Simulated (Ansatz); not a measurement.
# GaAs wire along [110], 8 atoms a period, H-terminated: bands by functional and under strain, part 2 of 4

What gap, if any, does the GaAs wire along [110], 8 atoms a period, H-terminated have, and how does it change with the functional and under strain?

Ansatz 0.2.0; DFT PBE, plane waves, PAW; relaxation of a wire's period (the session's first sound run).

So far. Step 2 (Relaxing the period): The cell's length comes to 4.144 Å with spin left out.

### Step 3. The perfect wire

This step: DFT PBE, plane waves, PAW; bands of a perfect wire (Ansatz 0.2.0).

At the relaxed period the bands are computed along the axis; those that cross an energy going forward count the channels that a perfect wire would open there.

input.yaml

```yaml
crystal:
  lattice:
    - [15.795, 0.0, 0.0]
    - [0.0, 13.446, 0.0]
    - [0.0, 0.0, 4.1444656179]
  atoms:
    - { symbol: H, position: [0.405019767, 0.245033809, 0.0] }
    - { symbol: Ga, position: [0.449009037, 0.349269119, 0.0] }
    - { symbol: H, position: [0.22492104, 0.603003565, 0.5] }
    - { symbol: H, position: [0.22492104, 0.396996435, 0.5] }
    - { symbol: Ga, position: [0.271209671, 0.5, 0.5] }
    - { symbol: As, position: [0.541071477, 0.645912801, 0.5] }
    - { symbol: As, position: [0.541071477, 0.354087199, 0.5] }
    - { symbol: H, position: [0.603408082, 0.732729074, 0.5] }
    - { symbol: H, position: [0.603408082, 0.267270926, 0.5] }
    - { symbol: Ga, position: [0.631350472, 0.5, 0.5] }
    - { symbol: As, position: [0.364117334, 0.5, 0.0] }
    - { symbol: H, position: [0.405019767, 0.754966191, 0.0] }
    - { symbol: Ga, position: [0.449009037, 0.650730881, 0.0] }
    - { symbol: As, position: [0.721377865, 0.5, 0.0] }
    - { symbol: H, position: [0.784636397, 0.585138347, 0.0] }
    - { symbol: H, position: [0.784636397, 0.414861653, 0.0] }
kpoints:
  mp_grid: { grid: [1, 1, 20] }
  band_path: { path: ["Γ", Z], npoints: 50 }
scf:
  occupations: { method: fermi_dirac, width: 0.05 }
hamiltonian:
  xc: pbe
output:
  dos: { e_range: [-5, 4] }
  write_potential: true
  write_density: true
  volumetric_format: npy
  elf: true
```

The run is started by

```bash
$ ansatz run input.yaml --threads 4 --pin off --max-ram 16384MiB --backend cpu --events-out ev --progress --plain --runs-dir out
```

Numbers of over 12 decimals in the logs are rounded to 6 here.

The program printed:

```text
[...]
Crystal: 16 atoms, lattice volume = 880.200 Å³
Basis set: ecut = 420 eV, 17177 PW (Γ)
Bands: 76, of which v1, the nominal top of the filled ones, is band 60 counted from 1 (59 counted from 0)
Symmetry: 4 space group operations
[...]
k-points: 11 of 20
[...]
SCF iter   1: F=—  HF=-34683.443079 eV  |F-HF|=—  |Δ(HF+E_count)|=         —  Δρ=2.26e-3  dr2=4.49e-1  ethr=1.77e-3  ⟨swp⟩=7.2  Hψ=3508  notcnv=0  defer=8
[...]
SCF iter   9: F=-34683.311639 eV  HF=-34683.311639 eV  |F-HF|=7.01e-9  |Δ(HF+E_count)|=   2.71e-8  Δρ=8.18e-7  dr2=6.35e-9  ethr=8.33e-11  ⟨swp⟩=5.1  Hψ=2371  notcnv=0
SCF 1 converged in 9 iterations: F = -34683.311639 eV  dr2 = 6.35e-9
[...]
NSCF: frozen V_eff on 51 k-points
WARN: The output density's exchange-correlation potential varies sharply where the density is thin. Do not read a vacuum level from v_tot or v_xc, or from such a field of the output density. On a cell that repeats whose density bears no net charge and no dipole along the vacuum's axis use v_es (v_loc + v_h of the components); under efield.dipole_correction with no amplitude use v_es + v_field, which holds any externa [...]
SCF converged after 9 iterations
Free energy (F): -34683.311639 eV
[...]
Internal energy: -34683.311638 eV  (E = F + TS)
E sigma→0 (E₀):  -34683.311639 eV
Entropy (-TS):   -0.000000 eV (-0.000 meV/atom)
Fermi energy:    -1.453852 eV
[...]
--- Band table (eV; the first three rows and the last of 11) ---
  k-point 0: bands = [... 56 lower, -3.2164, -3.1195, -2.9367, -2.1384, -0.7794, 0.0066, 0.1185, 0.6510, ... 12 higher]
  k-point 1: bands = [... 56 lower, -3.2898, -3.1300, -2.9147, -2.2217, -0.6455, 0.1233, 0.2360, 0.7520, ... 12 higher]
  k-point 2: bands = [... 56 lower, -3.4363, -3.1487, -2.9544, -2.3881, -0.3045, 0.3856, 0.5204, 0.9674, ... 12 higher]
  k-point 10: bands = [... 56 lower, -3.7215, -3.6081, -3.4956, -3.4344, 0.3313, 0.5384, 0.7751, 0.9883, ... 12 higher]
```

The job ended after 2.5 min (4 threads of Arm Neoverse N1, shared host; peak memory 2.9 GiB; 10 min of CPU time).

This step gave:

| Item | Value |
| --- | --- |
| band gap | 1.359 eV |

The electronic bands at the labelled points (eV, zero at the Fermi level):

| point | band 57 | band 58 | band 59 | band 60 | band 61 | band 62 | band 63 | band 64 |
| --- | --- | --- | --- | --- | --- | --- | --- | --- |
| Γ | -1.76 | -1.67 | -1.48 | -0.68 | 0.67 | 1.46 | 1.57 | 2.10 |
| halfway | -2.23 | -1.97 | -1.81 | -1.30 | 1.92 | 2.09 | 2.22 | 2.61 |
| Z | -2.27 | -2.15 | -2.04 | -1.98 | 1.79 | 1.99 | 2.23 | 2.44 |

Valence density in the ca plane at fractional y = 0.500, with atoms of Ga and As within 0.2 Å of it. It is the smooth field of the valence electrons, not physical close to the nuclei.

Ten steps, logarithmic in the rise over the least value, from '_' (0 e/Å³) to '@' (32 e/Å³), each cell a mean:
```
____________________________
____________________________
____________________________
____________________________
..__________________________
++==::..______________..--==
@@%%==::..________....::**%%
++==::::..::----::....::--++
........::==%%@@##==........
________..--**##++::..______
____________......__________
____________________________
____________________________
......__________________....
%%**--....__________..::==##
%%##==::..............::++%%
--::......::++**==::....::::
______..::==%%@@##==....____
________....----::..________
____________________________
____________________________
____________________________
____________________________
____________________________
```
Columns run along c (4.1 Å), rows up along a (15.8 Å). Atoms in or near the plane, at fractional coordinates: Ga at (0.50, 0.27), Ga at (0.50, 0.63), As at (0.00, 0.36), As at (0.00, 0.72).

Electrostatic potential energy in the ca plane at fractional y = 0.500, with atoms of Ga and As within 0.2 Å of it. With pseudopotentials it is smooth inside the atoms' cores, unlike the true potential.

Ten even steps from '0' (-24 eV) to '9' (3 eV), each cell a mean:
```
99999999999999
99999999999999
99999999999999
99999999999999
77889999998887
32368899987523
99237888886259
43355422246423
77762000004677
88874100026788
99988766778899
99999999999999
99999999999999
56789999999865
76258999997436
97247877786348
44675200126754
99872000004789
99986422357899
99999988999999
99999999999999
99999999999999
99999999999999
99999999999999
```
Columns run along c (4.1 Å; values clipped at the 3rd and 97th percentile), rows up along a (15.8 Å). Atoms in or near the plane, at fractional coordinates: Ga at (0.50, 0.27), Ga at (0.50, 0.63), As at (0.00, 0.36), As at (0.00, 0.72).

ELF in the ca plane at fractional y = 0.500, with atoms of Ga and As within 0.2 Å of it. It is the smooth field of the valence electrons, not physical close to the nuclei.

Ten even steps from '0' (0.00) to '9' (0.79), each cell a mean:
```
00000000000000
00000000000000
00000000000000
11000000000011
44321000011234
45665310245655
23799733489852
68997422348997
77643101023567
01123211232211
00012233321100
00000000000000
33210000000123
77653100014567
34777521357764
34898633479963
88984211135898
55432101023345
00122322332210
00012233221000
00000011000000
00000000000000
00000000000000
00000000000000
```
Columns run along c (4.1 Å), rows up along a (15.8 Å). Atoms in or near the plane, at fractional coordinates: Ga at (0.50, 0.27), Ga at (0.50, 0.63), As at (0.00, 0.36), As at (0.00, 0.72).

The gap is 1.36 eV, with spin left out.

### Step 4. Levels at the same atoms, k-mesh 1×1×15

This step: DFT LDA, plane waves, PAW; bands of a perfect wire at the PBE geometry (Ansatz 0.2.0).

The atoms stay at the PBE geometry and the functional changes. At fixed atoms LDA and the gradient-corrected functionals usually give like bands; this run checks that. Against the first PBE run of this kind, the mesh along the wire has 15 points against 20.

input.yaml: that of step 3 with these lines changed.

```diff
@@ -23,3 +23,3 @@
 kpoints:
-  mp_grid: { grid: [1, 1, 20] }
+  mp_grid: { grid: [1, 1, 15] }
   band_path: { path: ["Γ", Z], npoints: 50 }
@@ -28,8 +28,2 @@
 hamiltonian:
-  xc: pbe
-output:
-  dos: { e_range: [-5, 4] }
-  write_potential: true
-  write_density: true
-  volumetric_format: npy
-  elf: true
+  xc: lda
```

The program printed:

```text
[...]
Crystal: 16 atoms, lattice volume = 880.200 Å³
Basis set: ecut = 420 eV, 17177 PW (Γ)
Bands: 76, of which v1, the nominal top of the filled ones, is band 60 counted from 1 (59 counted from 0)
Symmetry: 4 space group operations
[...]
k-points: 8 of 15
[...]
SCF iter   1: F=—  HF=-34046.049618 eV  |F-HF|=—  |Δ(HF+E_count)|=         —  Δρ=4.60e-3  dr2=6.38e-1  ethr=1.77e-3  ⟨swp⟩=6.9  Hψ=2508  notcnv=0  defer=6
[...]
SCF iter   9: F=-34045.868270 eV  HF=-34045.868270 eV  |F-HF|=2.78e-9  |Δ(HF+E_count)|=   4.36e-8  Δρ=1.02e-6  dr2=8.85e-9  ethr=8.33e-11  ⟨swp⟩=5.4  Hψ=1534  notcnv=0
SCF 1 converged in 9 iterations: F = -34045.868270 eV  dr2 = 8.85e-9
[...]
SCF converged after 9 iterations
Free energy (F): -34045.868270 eV
[...]
Internal energy: -34045.868269 eV  (E = F + TS)
E sigma→0 (E₀):  -34045.868270 eV
Entropy (-TS):   -0.000001 eV (-0.000 meV/atom)
Fermi energy:    -1.661589 eV
[...]
--- Band table (eV; the first three rows and the last of 8) ---
  k-point 0: bands = [... 56 lower, -3.3276, -3.2704, -3.0858, -2.2998, -1.0288, -0.2527, -0.1420, 0.4061, ... 12 higher]
  k-point 1: bands = [... 56 lower, -3.4680, -3.2617, -3.0681, -2.4353, -0.7968, -0.0449, 0.0658, 0.5954, ... 12 higher]
  k-point 2: bands = [... 56 lower, -3.6266, -3.2841, -3.2107, -2.6336, -0.2769, 0.3294, 0.4807, 0.9039, ... 12 higher]
  k-point 7: bands = [... 56 lower, -3.8575, -3.7049, -3.7024, -3.5337, 0.0453, 0.3237, 0.5238, 0.7485, ... 12 higher]
```

The job ended after 2.2 min (4 threads; peak memory 2.7 GiB).

Numbers from this step:

| Property | Result |
| --- | --- |
| band gap | 1.271 eV |

Electronic bands along the path, in eV, zero at the Fermi level:

```csv
point,band 57,band 58,band 59,band 60,band 61,band 62,band 63,band 64
Γ,-1.67,-1.61,-1.42,-0.64,0.63,1.41,1.52,2.07
halfway,-2.14,-1.92,-1.72,-1.24,1.88,2.10,2.18,2.60
Z,-2.16,-2.08,-2.02,-1.91,1.69,1.99,2.23,2.35
```

The gap is 1.27 eV, against 1.36 eV under PBE at the relaxed period.

### Step 5. Another level of theory, k-mesh 1×1×15

This step: DFT PBEsol, plane waves, PAW; bands of a perfect wire at the PBE geometry (Ansatz 0.2.0).

The atoms stay at the PBE geometry and the functional changes. At fixed atoms LDA and the gradient-corrected functionals usually give like bands; this run checks that. Against the first PBE run of this kind, the mesh along the wire has 15 points against 20.

input.yaml: that of step 4 with these lines changed.

```diff
@@ -28,2 +28,2 @@
 hamiltonian:
-  xc: lda
+  xc: pbesol
```

The program printed:

```text
[...]
Crystal: 16 atoms, lattice volume = 880.200 Å³
Basis set: ecut = 420 eV, 17177 PW (Γ)
Bands: 76, of which v1, the nominal top of the filled ones, is band 60 counted from 1 (59 counted from 0)
Symmetry: 4 space group operations
[...]
k-points: 8 of 15
[...]
--- Band table (eV; the first three rows and the last of 8) ---
  k-point 0: bands = [... 56 lower, -3.1916, -3.1315, -2.9348, -2.1539, -0.8235, -0.0383, 0.0651, 0.6039, ... 12 higher]
  k-point 1: bands = [... 56 lower, -3.3302, -3.1268, -2.9203, -2.2882, -0.5899, 0.1639, 0.2730, 0.7795, ... 12 higher]
  k-point 2: bands = [... 56 lower, -3.4961, -3.1506, -3.0629, -2.4886, -0.0612, 0.5145, 0.6779, 1.0856, ... 12 higher]
  k-point 7: bands = [... 56 lower, -3.7287, -3.5713, -3.5545, -3.3940, 0.2915, 0.5082, 0.7054, 0.9702, ... 12 higher]
[key lines of the parts left out:]
SCF converged after 9 iterations
Free energy (F): -34349.067568 eV
Fermi energy:    -1.485867 eV
```

Wall time 2.2 min (4 threads); peak memory 2.7 GiB; 8.7 min of CPU time.

The gap is 1.33 eV, against 1.36 eV under PBE at the relaxed period.

### Step 6. Another level of theory, cutoff 500 eV, k-mesh 1×1×15

This step: DFT r2SCAN, plane waves, PAW; bands of a perfect wire at the PBE geometry (Ansatz 0.2.0).

The atoms stay at the PBE geometry and the functional changes. r2SCAN also reads the kinetic-energy density; it often gives larger moments and wider gaps than PBE, at a higher cost. Against the first PBE run of this kind, the cutoff is 500 eV against 420 and the mesh along the wire has 15 points against 20.

input.yaml: that of step 5 with these lines changed.

```diff
@@ -28,2 +28,2 @@
 hamiltonian:
-  xc: pbesol
+  xc: r2scan
```

The program printed:

```text
[...]
Crystal: 16 atoms, lattice volume = 880.200 Å³
Basis set: ecut = 500 eV, 22427 PW (Γ), exchange–correlation on 480×400×128 points (64 copies of the dense FFT grid, shifted against one another)
Bands: 76, of which v1, the nominal top of the filled ones, is band 60 counted from 1 (59 counted from 0)
Symmetry: 4 space group operations
[...]
k-points: 8 of 15
[...]
--- Band table (eV; the first three rows and the last of 8) ---
  k-point 0: bands = [... 56 lower, -3.4462, -3.3761, -3.1227, -2.3307, -0.6893, 0.1578, 0.2846, 0.8830, ... 12 higher]
  k-point 1: bands = [... 56 lower, -3.5866, -3.3760, -3.1085, -2.4666, -0.4485, 0.3528, 0.5038, 1.0429, ... 12 higher]
  k-point 2: bands = [... 56 lower, -3.7734, -3.4027, -3.2442, -2.6826, 0.1137, 0.6742, 0.9527, 1.2887, ... 12 higher]
  k-point 7: bands = [... 56 lower, -4.0311, -3.8322, -3.7643, -3.6172, 0.5081, 0.7110, 0.8492, 1.2145, ... 12 higher]
[key lines of the parts left out:]
SCF converged after 9 iterations
Free energy (F): -34747.138543 eV
Fermi energy:    -1.507250 eV
```

It took 3.9 min on 4 threads; peak memory 4.4 GiB; 15 min of CPU time.

The electronic bands at the labelled points (eV, zero at the Fermi level):

```
  point  band 57  band 58  band 59  band 60  band 61  band 62  band 63  band 64
      Γ    -1.94    -1.87    -1.62    -0.82     0.82     1.67     1.79     2.39
halfway    -2.46    -2.14    -2.00    -1.46     2.22     2.25     2.42     2.90
      Z    -2.50    -2.35    -2.22    -2.17     2.00     2.22     2.38     2.68
```

The gap is 1.64 eV, against 1.36 eV under PBE at the relaxed period.

### Step 7. Comparing the runs

Times are for 4 threads of Arm Neoverse N1, shared host. Results by setting:

```
no.   level  band gap (eV)     time  memory (GiB)
  1     LDA          1.271  2.2 min           2.7
  2  PBEsol          1.330  2.2 min           2.7
  3  r2SCAN          1.641  3.9 min           4.4
```

### Step 8. Two-component spinors, k-mesh 1×1×13

This step: DFT PBE, plane waves, fully relativistic PAW; bands of a perfect wire with spin-orbit coupling (Ansatz 0.2.0).

Spin-orbit coupling mixes the spins and splits bands that cross or touch without it, so it can open or close channels. Fully relativistic datasets take the place of the scalar ones. Against the first PBE run of this kind, the mesh along the wire has 13 points against 20.

input.yaml: that of step 6 with these lines changed.

```diff
@@ -23,3 +23,3 @@
 kpoints:
-  mp_grid: { grid: [1, 1, 15] }
+  mp_grid: { grid: [1, 1, 13] }
   band_path: { path: ["Γ", Z], npoints: 50 }
@@ -28,2 +28,6 @@
 hamiltonian:
-  xc: r2scan
+  xc: pbe
+  pseudopotentials: { kind: paw_fr }
+magnetization:
+  noncollinear: true
+  spin_orbit: true
```

The program printed:

```text
[...]
non-collinear run that drives no moment, with spin-orbit: no starting moment large enough to seed its density (crystal.atoms[].spin), no starting occupations that ask for one, no magnetisation constraint and no magnetic field, so the semilocal B_xc is pinned to zero
Crystal: 16 atoms, lattice volume = 880.200 Å³
Basis set: ecut = 420 eV, 17177 PW (Γ)
Bands: 152, of which v1, the nominal top of the filled ones, is band 120 counted from 1 (119 counted from 0)
Symmetry: 4 space group operations + 4 with time reversal
[...]
k-points: 7 of 13
Projection manifold: j_resolved (fully-relativistic pseudo-atomic orbitals)
[...]
SCF iter   1: F=—  HF=-34686.988478 eV  |F-HF|=—  |Δ(HF+E_count)|=         —  Δρ=3.07e-2  dr2=8.94e0  dr2_m=0.00e0 (ungated)  ethr=3.10e-3  |M|=0.00e0 ∫|m|=0.00e0 μB  |m|>n=0.0e0 m-floor=0.0e0 τ_xc=0.0e0  β_m=0.30  ⟨swp⟩=7.0  Hψ=5143  notcnv=0  defer=58
[...]
spin=Noncollinear: Resta preconditioning applied to the charge; magnetization (m_x, m_y, m_z) channels mix plain (no charge-response kernel on spin).
SCF iter   2: F=—  HF=-34685.139241 eV  |F-HF|=—  |Δ(HF+E_count)|=    1.85e0  Δρ=1.98e-2  dr2=3.27e0  dr2_m=0.00e0 (ungated)  ethr=3.10e-3  |M|=0.00e0 ∫|m|=0.00e0 μB  |m|>n=0.0e0 m-floor=0.0e0 τ_xc=0.0e0  β_m=0.51  ⟨swp⟩=3.0  Hψ=1425  notcnv=0  defer=174
[...]
SCF iter  10: F=-34684.140044 eV  HF=-34684.140044 eV  |F-HF|=3.36e-8  |Δ(HF+E_count)|=   3.27e-7  Δρ=1.58e-6  dr2=6.40e-8  dr2_m=0.00e0 (ungated)  ethr=8.33e-11  |M|=0.00e0 ∫|m|=0.00e0 μB  |m|>n=0.0e0 m-floor=0.0e0 τ_xc=0.0e0  ⟨swp⟩=16.1  Hψ=6321  notcnv=0
SCF 1 converged in 10 iterations: F = -34684.140044 eV  dr2 = 6.40e-8
[...]
SCF converged after 10 iterations
Magnetization: |M| = 0.0000 μB,  M = (+0.0000, +0.0000, +0.0000) μB
Absolute magnetization: 0.0000 μB (∫|m|)
  site 0: m = (+0.0000, +0.0000, +0.0000) μB, |m| = 0.0000 μB  (R = 0.65 Å)
  site 1: m = (+0.0000, +0.0000, +0.0000) μB, |m| = 0.0000 μB  (R = 0.65 Å)
  site 2: m = (+0.0000, +0.0000, +0.0000) μB, |m| = 0.0000 μB  (R = 0.65 Å)
  site 3: m = (+0.0000, +0.0000, +0.0000) μB, |m| = 0.0000 μB  (R = 0.65 Å)
  site 4: m = (+0.0000, +0.0000, +0.0000) μB, |m| = 0.0000 μB  (R = 0.65 Å)
  site 5: m = (+0.0000, +0.0000, +0.0000) μB, |m| = 0.0000 μB  (R = 0.63 Å)
  site 6: m = (+0.0000, +0.0000, +0.0000) μB, |m| = 0.0000 μB  (R = 0.63 Å)
  site 7: m = (+0.0000, +0.0000, +0.0000) μB, |m| = 0.0000 μB  (R = 0.63 Å)
  site 8: m = (+0.0000, +0.0000, +0.0000) μB, |m| = 0.0000 μB  (R = 0.63 Å)
  site 9: m = (+0.0000, +0.0000, +0.0000) μB, |m| = 0.0000 μB  (R = 1.00 Å)
  site 10: m = (+0.0000, +0.0000, +0.0000) μB, |m| = 0.0000 μB  (R = 1.00 Å)
  site 11: m = (+0.0000, +0.0000, +0.0000) μB, |m| = 0.0000 μB  (R = 0.65 Å)
  site 12: m = (+0.0000, +0.0000, +0.0000) μB, |m| = 0.0000 μB  (R = 0.65 Å)
  site 13: m = (+0.0000, +0.0000, +0.0000) μB, |m| = 0.0000 μB  (R = 0.63 Å)
  site 14: m = (+0.0000, +0.0000, +0.0000) μB, |m| = 0.0000 μB  (R = 0.63 Å)
  site 15: m = (+0.0000, +0.0000, +0.0000) μB, |m| = 0.0000 μB  (R = 0.63 Å)
Free energy (F): -34684.140044 eV
[...]
Internal energy: -34684.140044 eV  (E = F + TS)
E sigma→0 (E₀):  -34684.140044 eV
Entropy (-TS):   -0.000000 eV (-0.000 meV/atom)
Fermi energy:    -1.453734 eV
[...]
--- Band table (eV; the first three rows and the last of 7) ---
  k-point 0: bands = [... 116 lower, -2.9361, -2.9361, -2.1323, -2.1323, -0.7789, -0.7789, 0.0068, 0.0068, ... 28 higher]
  k-point 1: bands = [... 116 lower, -2.9484, -2.8875, -2.3445, -2.2667, -0.4805, -0.4797, 0.2476, 0.2685, ... 28 higher]
  k-point 2: bands = [... 116 lower, -3.1120, -3.0773, -2.5800, -2.4824, 0.1239, 0.1327, 0.5875, 0.6168, ... 28 higher]
  k-point 6: bands = [... 116 lower, -3.5176, -3.5019, -3.3728, -3.3497, 0.3444, 0.3476, 0.5293, 0.5350, ... 28 higher]
```

Wall time 21 min (4 threads); peak memory 9.7 GiB.

This step gave:

```
band gap : 1.352 eV
```

Electronic bands along the path, in eV, zero at the Fermi level; v1 is the highest filled band, c1 the lowest empty one:

```
  point     v4     v3     v2     v1    c1    c2    c3    c4
      Γ  -1.48  -1.48  -0.68  -0.68  0.67  0.67  1.46  1.46
halfway  -1.81  -1.80  -1.33  -1.27  1.91  1.92  2.08  2.09
      Z  -2.02  -2.02  -1.97  -1.97  1.78  1.78  1.99  1.99
```

The gap is 1.35 eV, against 1.36 eV under PBE at the relaxed period, with no moment.

(Continued in part 3 of 4.)

[Logs are printed without paths, hosts, clocks, repeated set-up lines and the standing remarks that a program may print on its own settings, such as how far it seeks lower states.]

[Hosts, paths, dates, database ids (printed as entryN), source tags and the programs' standing remarks are cut or masked in the printed files.]
